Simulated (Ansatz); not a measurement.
# Lattice dynamics of (MgSe)1(CuI)3 [001] superlattice, started as zinc blende, part 3 of 3

Aim: the vibrations of (MgSe)1(CuI)3 [001] superlattice, started as zinc blende, their spectra, and whether the structure is stable.

Ansatz 0.2.0; DFT PBEsol, scalar-relativistic, plane waves, PAW.

So far. Step 4 (Tight relaxation): The largest force component left is 0.82 meV/Å and the pressure is -0.001 GPa, within the tolerances set. The cell now holds 26.42 Å³/atom. The relaxed cell has a, b, c = 4.213, 4.235, 11.844 Å (conventional setting).

The structure was built from a prototype and need not be the compound's stable phase.

**5. Zone-centre response (continued)**

Activity x (w_L - w)^4 (n + 1)/w, 532 nm, 300 K; the log calls the Raman tensors unconverged in the k mesh, so the heights are rough; the tensors are static ones, while 532 nm light lies above the computed direct gap, where resonance would change the heights; modes without the macroscopic field alone. Lines of the Raman spectrum (strongest = 100):

| position (cm⁻¹) | lines merged | relative intensity |
| --- | --- | --- |
| 23 | 1 | 14 |
| 36 | 1 | 4.6 |
| 44 | 2 | 30 |
| 50 | 1 | 7.6 |
| 52 | 1 | 0.0 |
| 78 | 1 | 73 |
| 88 | 1 | 3.7 |
| 109 | 1 | 100 |
| 120 | 1 | 28 |
| 128 | 1 | 53 |
| 134 | 1 | 0.0 |
| 144 | 1 | 19 |
| 147 | 1 | 1.1 |
| 149 | 1 | 1.5 |
| 151 | 1 | 89 |
| 166 | 1 | 2.1 |
| 171 | 1 | 0.0 |
| 219 | 1 | 1.2 |
| 283 | 1 | 94 |
| 344 | 1 | 0.2 |

Before it was imposed, the acoustic sum rule was missed by 1.7e-4 eV/Å² and the charge sum rule by 0.016 e. Small misses are needed for a sound result but don't prove that mesh and cutoff are converged. The lowest optical mode is real, 23.2 cm⁻¹.

The log warns of the k mesh: “the force constants stand on the 8×8×2 k-mesh, whose period is 9.18 times the interband length at k = (0.0000, 0.0000, 0.0000), direct gap 0.788 eV, under 14: take them and everything formed from them as unconverged”.

**6. Another isotope, element Cu, natural mass 63.546 amu**

An isotope changes the mass and not the force constants, so no new electronic calculation is needed; the shifts show which modes move this element.

The same force constants with the mass of Cu changed from 63.546 to 64.928 u (phonopy, no LO-TO term). Both lists are sorted by frequency; levels can cross, so a row need not hold one and the same mode. Modes under 3 cm⁻¹ are left out. Isotope shifts, by row:

| q | rank | natural mass (cm⁻¹) | changed mass (cm⁻¹) |
| --- | --- | --- | --- |
| 0 0 0 | 4 | 23.25 | 23.19 |
| 0 0 0 | 5 | 36.04 | 35.87 |
| 0 0 0 | 6 | 43.8 | 43.55 |
| 0 0 0 | 7 | 44.2 | 44.05 |
| 0 0 0 | 8 | 49.59 | 49.35 |
| 0 0 0 | 9 | 52.25 | 52.16 |
| 0 0 0 | 10 | 78.3 | 77.91 |
| 0 0 0 | 11 | 88.38 | 88.1 |
| 0 0 0 | 12 | 109.3 | 108.7 |
| 0 0 0 | 13 | 120.5 | 119.8 |
| 0 0 0 | 14 | 127.9 | 127.1 |
| 0 0 0 | 15 | 133.9 | 133.2 |
| 0 0 0 | 16 | 143.7 | 142.9 |
| 0 0 0 | 17 | 146.9 | 146.1 |
| 0 0 0 | 18 | 148.8 | 148.8 |
| 0 0 0 | 19 | 150.9 | 150.2 |
| 0 0 0 | 20 | 166 | 164.9 |
| 0 0 0 | 21 | 170.8 | 169.8 |
| 0 0 0 | 22 | 218.7 | 217.6 |
| 0 0 0 | 23 | 282.9 | 282.9 |
| 0 0 0 | 24 | 344.3 | 344.3 |

A mode of this element alone would shift by -1.07 %. The highest zone-centre frequency without the field goes from 344.3 to 344.3 cm⁻¹ (+0.0 %). The product of the frequency ratios over all optical modes at Γ is 0.916; the product rule, (m/m′)^(3k/2) (M′/M)^(3/2) with k = 3 such atoms and M the mass of the cell, gives 0.916.

**7. Another isotope, element Mg, natural mass 24.305 amu**

The same for Mg, from 24.30 to 25.98 u.

The same force constants with the mass of Mg changed from 24.305 to 25.983 u (phonopy, no LO-TO term). Both lists are sorted by frequency; levels can cross, so a row need not hold one and the same mode. Modes under 3 cm⁻¹ are left out. Isotope shifts, by row:

| q | rank | natural mass (cm⁻¹) | changed mass (cm⁻¹) |
| --- | --- | --- | --- |
| 0 0 0 | 4 | 23.25 | 23.15 |
| 0 0 0 | 5 | 36.04 | 36.03 |
| 0 0 0 | 6 | 43.8 | 43.8 |
| 0 0 0 | 7 | 44.2 | 44.09 |
| 0 0 0 | 8 | 49.59 | 49.59 |
| 0 0 0 | 9 | 52.25 | 51.9 |
| 0 0 0 | 10 | 78.3 | 78.29 |
| 0 0 0 | 11 | 88.38 | 88.23 |
| 0 0 0 | 12 | 109.3 | 109.2 |
| 0 0 0 | 13 | 120.5 | 120.5 |
| 0 0 0 | 14 | 127.9 | 127.9 |
| 0 0 0 | 15 | 133.9 | 133.9 |
| 0 0 0 | 16 | 143.7 | 143.7 |
| 0 0 0 | 17 | 146.9 | 145.1 |
| 0 0 0 | 18 | 148.8 | 146.9 |
| 0 0 0 | 19 | 150.9 | 150.6 |
| 0 0 0 | 20 | 166 | 166 |
| 0 0 0 | 21 | 170.8 | 170.8 |
| 0 0 0 | 22 | 218.7 | 218.7 |
| 0 0 0 | 23 | 282.9 | 275 |
| 0 0 0 | 24 | 344.3 | 335.8 |

A mode of this element alone would shift by -3.28 %. The highest zone-centre frequency without the field goes from 344.3 to 335.8 cm⁻¹ (-2.5 %). The product of the frequency ratios over all optical modes at Γ is 0.908; the product rule, (m/m′)^(3k/2) (M′/M)^(3/2) with k = 1 such atoms and M the mass of the cell, gives 0.908.

**8. Another isotope, element Se, natural mass 78.971 amu**

The same for Se, from 78.97 to 81.92 u.

The same force constants with the mass of Se changed from 78.971 to 81.917 u (phonopy, no LO-TO term). Both lists are sorted by frequency; levels can cross, so a row need not hold one and the same mode. Modes under 3 cm⁻¹ are left out. Isotope shifts, by row:

| q | rank | natural mass (cm⁻¹) | changed mass (cm⁻¹) |
| --- | --- | --- | --- |
| 0 0 0 | 4 | 23.25 | 23.15 |
| 0 0 0 | 5 | 36.04 | 36.02 |
| 0 0 0 | 6 | 43.8 | 43.8 |
| 0 0 0 | 7 | 44.2 | 44.11 |
| 0 0 0 | 8 | 49.59 | 49.54 |
| 0 0 0 | 9 | 52.25 | 51.71 |
| 0 0 0 | 10 | 78.3 | 78.14 |
| 0 0 0 | 11 | 88.38 | 88.16 |
| 0 0 0 | 12 | 109.3 | 109.2 |
| 0 0 0 | 13 | 120.5 | 120.5 |
| 0 0 0 | 14 | 127.9 | 127.9 |
| 0 0 0 | 15 | 133.9 | 133.9 |
| 0 0 0 | 16 | 143.7 | 143.3 |
| 0 0 0 | 17 | 146.9 | 146.8 |
| 0 0 0 | 18 | 148.8 | 148.8 |
| 0 0 0 | 19 | 150.9 | 150 |
| 0 0 0 | 20 | 166 | 166 |
| 0 0 0 | 21 | 170.8 | 170.8 |
| 0 0 0 | 22 | 218.7 | 216.8 |
| 0 0 0 | 23 | 282.9 | 282.3 |
| 0 0 0 | 24 | 344.3 | 342.7 |

A mode of this element alone would shift by -1.81 %. The highest zone-centre frequency without the field goes from 344.3 to 342.7 cm⁻¹ (-0.5 %). The product of the frequency ratios over all optical modes at Γ is 0.953; the product rule, (m/m′)^(3k/2) (M′/M)^(3/2) with k = 1 such atoms and M the mass of the cell, gives 0.953.

**9. Results**

```yaml
space_group_after_relaxation_within_0p01_a: Pmm2
volume_per_atom: 26.4 Å³
gap_on_the_k_mesh: 0.788 eV
highest_optical_mode_at_the_zone_centre_no_lo_to_term: 344 cm⁻¹
top_of_the_zone_centre_spectrum_with_the_field: 350 cm⁻¹
lowest_optical_zone_centre_mode: 23.2 cm⁻¹
mean_high_frequency_dielectric_constant: 6.73
mean_static_dielectric_constant: 9.74
largest_born_charge_third_of_the_trace: 2.01 e
imaginary_modes_at_gamma_the_only_wavevector_solved: none
```

The structure is stable against zone-centre distortions, since no mode there is imaginary; other wavevectors were not solved, so zone-boundary instabilities are untested. Without the field, the optical modes at Γ span 23 to 344 cm⁻¹. No dispersion was computed. The highest mode in this list at Γ, 344.3 cm⁻¹, is mostly motion of Mg (75 % of the kinetic energy). With the macroscopic field of the longitudinal modes the top of the zone-centre spectrum lies at 350 cm⁻¹, against 344 cm⁻¹ without it. Lattice motion raises the mean dielectric constant from 6.732 to 9.737. The strongest infrared line is at 283 cm⁻¹. Averaged over orientations, the strongest Raman line at 532 nm and 300 K is at 109 cm⁻¹, among the modes without the field; their longitudinal partners can be Raman active too. The tensors are the static, non-resonant ones, while 532 nm light (2.33 eV) lies above the computed gap. With the field response the log warns that the k mesh is coarse for the force constants too, so the frequencies may not be converged. In this run the field response is not settled by the k meshes in reach, so its dielectric tensor, Born charges and longitudinal modes are rough. The program warns that the Raman tensors are not converged in the k mesh, so the intensities are rough. Spin-orbit coupling is left out, which can matter for the heavy elements here. The starting cell was built on a prototype and not taken from a measurement, so the phase need not exist. These are harmonic frequencies at zero temperature: anharmonic shifts, linewidths and thermal expansion are left out.

[Logs are printed without paths, hosts, clocks, repeated set-up lines and the standing remarks that a program may print on its own settings, such as how far it seeks lower states.]

[Hosts, paths, dates, database ids (printed as entryN), source tags and the programs' standing remarks are cut or masked in the printed files.]
